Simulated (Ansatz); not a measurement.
**La2O3 (P-3m1):V_O (site 1), thermodynamic levels from a 40-atom cell**

Wanted: the transition levels of a vacancy in La2O3 (P-3m1), from a cell of 40 host atoms with 1 O taken out.

Calculated with Ansatz 0.2.0; place-levels on LDA runs: charge-transition levels and formation energies with image-charge correction and potential alignment at the atomic sites.

## 1. The structure

The cell holds 39 atoms: 16 La and 23 O. Its edges and angles: a = 7.765 Å, b = 7.765 Å, c = 11.903 Å, α = 90.0°, β = 90.0°, γ = 120.0°. It derives from La2O3 (space group P-3m1). Nearest the centre at fractional (0.500, 0.500, 0.500): La11 at 2.67 Å, La27 at 2.67 Å, La37 at 2.67 Å, La7 at 2.67 Å, La31 at 2.67 Å, La1 at 2.67 Å, O24 at 3.07 Å, O18 at 3.07 Å.

As a file:

```xyz
39
Lattice="7.7654 0.0000 0.0000 -3.8827 6.7250 0.0000 0.0000 0.0000 11.9031" Properties=species:S:1:pos:R:3 pbc="T T T"
La    1.9413    1.1208    4.4995
La    0.0000    2.2417    1.4521
O     1.9413    1.1208    2.1036
O     0.0000    2.2417    3.8480
O     0.0000    0.0000    0.0000
La    1.9413    1.1208   10.4510
La    0.0000    2.2417    7.4037
O     1.9413    1.1208    8.0552
O     0.0000    2.2417    9.7995
O     0.0000    0.0000    5.9516
La    0.0000    4.4834    4.4995
La   -1.9413    5.6042    1.4521
O     0.0000    4.4834    2.1036
O    -1.9413    5.6042    3.8480
O    -1.9413    3.3625    0.0000
La    0.0000    4.4834   10.4510
La   -1.9413    5.6042    7.4037
O     0.0000    4.4834    8.0552
O    -1.9413    5.6042    9.7995
O    -1.9413    3.3625    5.9516
La    5.8240    1.1208    4.4995
La    3.8827    2.2417    1.4521
O     5.8240    1.1208    2.1036
O     3.8827    2.2417    3.8480
O     3.8827    0.0000    0.0000
La    5.8240    1.1208   10.4510
La    3.8827    2.2417    7.4037
O     5.8240    1.1208    8.0552
O     3.8827    2.2417    9.7995
O     3.8827    0.0000    5.9516
La    3.8827    4.4834    4.4995
La    1.9413    5.6042    1.4521
O     3.8827    4.4834    2.1036
O     1.9413    5.6042    3.8480
O     1.9413    3.3625    0.0000
La    3.8827    4.4834   10.4510
La    1.9413    5.6042    7.4037
O     3.8827    4.4834    8.0552
O     1.9413    5.6042    9.7995
```

Screening for the image-charge correction: ε∞ = (4.92, 4.92, 4.88), ε0 = (24.05, 24.05, 24.97), computed on the host (DFPT, LDA).

The cell's shortest repeat is 7.8 Å.

## 2. The runs of each charge state

Levels follow from differences of total energies between charge states, each relaxed by itself.

Random displacements of about 0.05 Å break the site symmetry at the start, so that the relaxation can reach a distorted minimum if there is one. Forces are taken at one point at (¼, ¼, ¼). The cell holds 1 electron more than the neutral one, with a uniform background that keeps it neutral on the whole. The electron count is odd, so at least one spin is unpaired; this run locks the moment at 1 μB.

One of the inputs; charge, spin and start change from state to state.

The input, qm1_M1.relax/input.yaml:

```yaml
crystal:
  lattice:
    - [3.88269714, -3.0e-08, 0.0]
    - [-1.94134854, 3.36251437, 0.0]
    - [0.0, 0.0, 5.95156892]
  atoms:
    - { symbol: La, position: [0.66666667, 0.33333333, 0.75601397] }
    - { symbol: La, position: [0.33333333, 0.66666667, 0.24398603] }
    - { symbol: O, position: [0.66666667, 0.33333333, 0.35345536] }
    - { symbol: O, position: [0.33333333, 0.66666667, 0.64654464] }
    - { symbol: O, position: [0.0, 0.0, 0.0] }
  supercell: [2, 2, 2]
  defects: [{ vacancy: 39 }]
total_charge: -1
basis:
  ecutwfc: 420
  xc_grid: 2
hamiltonian:
  xc: lda
kpoints:
  mp_grid: { grid: [1, 1, 1], shift: [0.25, 0.25, 0.25] }
magnetization:
  spin_polarized: true
  initial_magnetization: 1
  spin_locking: { lock_magnetization: hard }
scf:
  occupations: { method: fixed }
  max_iter: 100
output:
  forces: true
  charged_corrections:
    epsilon: [4.92, 4.92, 4.88]
    static_epsilon: [24.05, 24.05, 24.97]
relax:
  f_tol: 0.02
  max_steps: 80
  random_displacement: { amplitude: 0.05, seed: 8806 }
checkpoint:
  write: "../qm1_M1.relax.run"
  compress: false
  write_wavefunctions: true
  write_every: 100000
```

Run with:

```sh
$ ansatz run input.yaml --threads 2 --pin off --max-ram 3768MiB --backend cpu --events-out ev --progress --plain --runs-dir out
```

The run of this state that the levels use, under LDA:

The input, qm1_M1.point/input.yaml:

```yaml
crystal:
  checkpoint: "../qm1_M1.relax.run"
  host: checkpoint
total_charge: -1
basis:
  ecutwfc: 420
  xc_grid: 2
hamiltonian:
  xc: lda
kpoints:
  mp_grid: { grid: [1, 1, 1], shift: [0.25, 0.25, 0.25] }
magnetization:
  spin_polarized: true
  initial_magnetization: 1
  spin_locking: { lock_magnetization: hard }
scf:
  occupations: { method: fixed }
  max_iter: 100
output:
  forces: true
  eigenvalues: true
  charged_corrections:
    epsilon: [4.92, 4.92, 4.88]
    static_epsilon: [24.05, 24.05, 24.97]
    defect_position: [0.5, 0.5, 0.5]
  eigenstates: { localisation: true }
  populations: true
  efg: {}
checkpoint:
  write: "../qm1_M1.point.run"
  compress: false
  write_wavefunctions: false
  write_every: 100000
```

Relaxations under LDA at one point at (¼, ¼, ¼); times on 2 threads of Arm Neoverse V2, shared host:

| charge | moment (μB) | occupations | outcome | steps | largest displacement against the far atoms (Å) | time |
| --- | --- | --- | --- | --- | --- | --- |
| −1 | 1 | fixed | converged | 8 | 0.07 | 2.9 min |
| 0 | 0 | fixed | converged | 9 | 0.06 | 93 s |
| +1 | 1 | fixed | converged | 11 | 0.08 | 3.6 min |
| +2 | 0 | fixed | converged | 11 | 0.16 | 1.7 min |

Single points under LDA at one point at (¼, ¼, ¼); times on 2 threads of Arm Neoverse V2, shared host:

| charge | moment (μB) | occupations | outcome | time |
| --- | --- | --- | --- | --- |
| −1 | 1 | fixed | converged | 57 s |
| 0 | 0 | fixed | converged | 25 s |
| +1 | 1 | fixed | converged | 59 s |
| +2 | 0 | fixed | converged | 22 s |

Distances (Å) from the ideal centre to the nearest atoms after relaxation with LDA:

| charge | moment (μB) | 1. | 2. | 3. | 4. | 5. | 6. |
| --- | --- | --- | --- | --- | --- | --- | --- |
| −1 | 1 | La 2.71 | La 2.72 | La 2.73 | La 2.74 | La 2.74 | La 2.74 |
| 0 | 0 | La 2.71 | La 2.71 | La 2.73 | La 2.73 | La 2.73 | La 2.73 |
| +1 | 1 | La 2.72 | La 2.73 | La 2.74 | La 2.75 | La 2.75 | La 2.76 |
| +2 | 0 | La 2.75 | La 2.77 | La 2.77 | La 2.77 | La 2.78 | La 2.78 |

## 3. Placing the levels, LDA

A charged cell interacts with its images and the background, and its potential has another zero than the host's. place-levels removes the first by a point-charge model, screened by the static dielectric constant since the ions have relaxed around the charge, and the second by comparing potentials at atoms far from the defect.

The host is a run of the defect-free crystal in the same cutoffs, grids and k-points, so that basis and sampling errors cancel in part in the differences. The host is run in a cell of 5 atoms on a matching mesh. Its band edges are searched through the zone by a band path, so the gap is smaller than, or equal to, that on the mesh. Chemical potentials are energies per atom of O (O2 molecule), run with the same functional and cutoff.

The input, levels.point.yaml:

```yaml
host:
  run: host.point.run
states: [qm1_M1.point.run, q0.point.run, qp1_M1.point.run, qp2.point.run]
geometry_from:
  qm1_M1.point.run: qm1_M1.relax.run
  q0.point.run: q0.relax.run
  qp1_M1.point.run: qp1_M1.relax.run
  qp2.point.run: qp2.relax.run
  host.point.run: host.relax.run
chemical_potentials:
  O:
    energy: -552.351713
    dataset: "<sha256 of the dataset>"
```

Run with:

```sh
$ ansatz place-levels levels.point.yaml -- --threads 2 --pin off --max-ram 3768MiB
```

The log of the run:

```text
[... repeated set-up lines and file paths are left out, and long positions are rounded to six places ...]
(+2/+1) 2.281 eV above the valence edge, 1.442 eV under the conduction edge
(+1/0) 3.211 eV above the valence edge, 0.512 eV under the conduction edge
(0/-1) 3.773 eV above the valence edge (+3.847 eV without the band-filling correction), in the conduction band
formation energy of charge +2: +1.525 eV with the Fermi level at the valence edge
formation energy of charge +1: +3.806 eV with the Fermi level at the valence edge
formation energy of charge 0: +7.017 eV with the Fermi level at the valence edge
formation energy of charge -1: +10.790 eV with the Fermi level at the valence edge
  edges by lda, gap 3.723 eV; the host is sampled to repeats of 13.45 Å
  the defect's cells are sampled to repeats of 13.45 Å, like sampling
  charge +2: -110090.6791 eV with its correction of +0.051 eV, at epsilon [24.05, 24.05, 24.97], aligned at sites: -0.1555 eV, mean over 27 atomic sites at or beyond 3.88 Å from the defect at [0.5000, 0.5000, 0.5000], with +0.000000 for the charge's moments [...]
  charge +1: -110078.3419 eV with its correction of -0.057 eV, at epsilon [24.05, 24.05, 24.97], aligned at sites: -0.1481 eV, mean over 27 atomic sites at or beyond 3.88 Å from the defect at [0.5000, 0.5000, 0.5000], with +0.000000 for the charge's moments [...]
  charge 0: +0.000 eV for its dipole among its images, +0.000 omitted
  charge -1: -110051.1720 eV with its correction of +0.203 eV, at epsilon [24.05, 24.05, 24.97], aligned at sites: -0.1128 eV, mean over 27 atomic sites at or beyond 3.88 Å from the defect at [0.5000, 0.5000, 0.5000], with +0.000000 for the charge's moments [...]
  of states[3] (qp2.point.run): how wide its charge is, is not read beside other atoms or cores, and a band state would take no correction. [...]
  of states[2] (qp1_M1.point.run): how wide its charge is, is not read beside other atoms or cores, and a band state would take no correction. [...]
  of states[1] (q0.point.run): its displacements don't fall off away from the defect: farther atoms stand 0.017 Å off the host's places. [...]
  of states[0] (qm1_M1.point.run): how wide its charge is, is not read beside other atoms or cores, and a band state would take no correction. [...]
```

It took 0.18 s on 2 threads of Arm Neoverse V2, shared host.

Levels between the charges placed, in eV above the valence top:

|  | gap (eV) | (+2/+1) | (+1/0) | (0/−1) |
| --- | --- | --- | --- | --- |
| LDA | 3.72 | 2.28 | 3.21 | 3.77 |

Corrections by state:

| charge | moment (μB) | image terms and alignment (eV) | band filling (eV) | ε used | over the lowest of its charge, as the program ranks them, band filling apart (eV) |
| --- | --- | --- | --- | --- | --- |
| +2 | 0.0 | 0.051 | - | principal values (24.05, 24.05, 24.97) | 0.000 |
| +1 | 1.0 | -0.057 | - | principal values (24.05, 24.05, 24.97) | 0.000 |
| 0 | 0.0 | 0.000 | - | - | 0.000 |
| −1 | 1.0 | 0.203 | -0.074 | principal values (24.05, 24.05, 24.97) | 0.000 |

From the program's caveats on the states, each cut to its opening words:

- charge +2, +1 (1 μB), −1 (1 μB): how wide its charge is, is not read beside other atoms or cores, and a band state would take no correction
- charge +2: its alignment with the host at atomic sites is doubtful: the mean over the far sites moves by +0.1200 eV from their farther parts to their nearer, more than [...]
- charge +2: its displacements don't fall off away from the defect: farther atoms stand 0.051 Å off the host's places
- charge +1 (1 μB): its alignment with the host at atomic sites is doubtful: the mean over the far sites moves by +0.0565 eV from their farther parts to their nearer, more than [...]
- charge +1 (1 μB): its displacements don't fall off away from the defect: farther atoms stand 0.028 Å off the host's places
- charge 0: its displacements don't fall off away from the defect: farther atoms stand 0.017 Å off the host's places
- charge −1 (1 μB): a band-filling correction moves a carrier to the host's band edge, which changes its energy by -0.074 eV
- charge −1 (1 μB): its displacements don't fall off away from the defect: farther atoms stand 0.019 Å off the host's places

Chemical potentials of the elements' reference phases, run alike. Formation energy by charge state (elemental references; gap 3.72 eV):

| charge | at valence top (eV) | at conduction bottom (eV) | correction included (eV) |
| --- | --- | --- | --- |
| +2 | 1.52 | 8.97 | 0.05 |
| +1 | 3.81 | 7.53 | -0.06 |
| 0 | 7.02 | 7.02 | 0.00 |
| −1 | 10.79 | 7.07 | 0.13 |

| Fermi level (eV) | lowest formation energy (eV) |
| --- | --- |
| 0.00 | 1.52 |
| 0.34 | 2.20 |
| 0.68 | 2.88 |
| 1.01 | 3.55 |
| 1.35 | 4.23 |
| 1.69 | 4.91 |
| 2.03 | 5.59 |
| 2.37 | 6.18 |
| 2.71 | 6.51 |
| 3.05 | 6.85 |
| 3.39 | 7.02 |
| 3.72 | 7.02 |

The lowest state changes at 2.28 eV (+2/+1) and 3.21 eV (+1/0) above the valence top.

## 4. Another choice

A choice is tested by changing it alone.

levels.try0.yaml is levels.point.yaml with these lines changed:

```diff
+epsilon: 6.53
+static_epsilon: 32.39
```

Run with:

```sh
$ ansatz place-levels levels.try0.yaml -- --threads 2 --pin off --max-ram 3768MiB
```

The log of the run:

```text
(+2/+1) 2.324 eV above the valence edge, 1.399 eV under the conduction edge
(+1/0) 3.226 eV above the valence edge, 0.498 eV under the conduction edge
[...]
formation energy of charge +2: +1.467 eV with the Fermi level at the valence edge
formation energy of charge +1: +3.792 eV with the Fermi level at the valence edge
formation energy of charge 0: +7.017 eV with the Fermi level at the valence edge
formation energy of charge -1: +10.790 eV with the Fermi level at the valence edge
  edges by lda, gap 3.723 eV; the host is sampled to repeats of 13.45 Å
[... the lines on each state left out ...]
```

The change: single dielectric constants in place of the tensors, a third over their means.

Levels in eV above the valence top; the changed ones are not the defect's:

|  | gap (eV) | (+2/+1) | (+1/0) | (0/−1) |
| --- | --- | --- | --- | --- |
| changed | 3.72 | 2.32 | 3.23 | 3.77 |
| as set up | 3.72 | 2.28 | 3.21 | 3.77 |

The largest shift is 0.04 eV, band-filling terms included.

## 5. Summary of results

```yaml
gap_of_the_host: 3.72 eV (LDA)
level_plus_2_plus_1: 2.28 eV above the valence top
level_plus_1_over_0: 3.21 eV above the valence top
level_0_minus_1: 3.77 eV above the valence top, past the conduction bottom (3.85 eV above the valence top without the band-filling term)
lowest_of_the_charges_placed_just_above_the_valence_top_0p02_ev: +2
lowest_of_the_charges_placed_just_below_the_conduction_bottom_0p02_ev: 0
lowest_formation_energy_at_mid_gap_of_the_charges_run_elemental_references: 5.25 eV
```

In words: Of the charges placed (−1, 0, +1 and +2), the lowest changes at 2.28 eV (+2/+1) and 3.21 eV (+1/0) above the valence top, in a gap of 3.72 eV. Charges above +2 were not placed, so these runs say nothing of levels that involve them. States placed: +2 at 0 μB; +1 at 1 μB; 0 at 0 μB; −1 at 1 μB. Other spin states or structures, where not listed, weren't placed. The program finds carriers beyond a band edge of the host and adds a band-filling term at charge −1 (-0.07 eV); steps to such a charge show no bound level, and a defect level inside a band would be read the same way. Charge 0 ran without spin polarisation alone, with filled and empty levels under 1 eV apart; a triplet, if lower, would move its levels. The program doubts the alignment of potentials for at least one state, a sign that the cell is small. Limits: one k-point off the zone centre stands for the whole zone; the images are only 7.8 Å apart; LDA makes the gap too small and tends to spread out bound carriers; where a gas molecule sets a chemical potential or the host's formation energy, its binding is uncorrected; spin–orbit coupling, which can matter with heavy atoms, is left out.

[Logs are printed without paths, hosts, clocks, repeated set-up lines and the standing remarks that a program may print on its own settings, such as how far it seeks lower states.]

[Hosts, paths, dates, database ids (printed as entryN), source tags and the programs' standing remarks are cut or masked in the printed files.]

[Where a table of states has a column of steps, it counts the stored structures, which are thinned; the runs took as many ionic steps or more.]

[A defect's name tells the site on which it was built; relaxed atoms can leave that site.]

[For some hosts the program warned that the k-mesh of the response run may be too coarse for force constants and the static dielectric constant; such warnings are not shown here.]
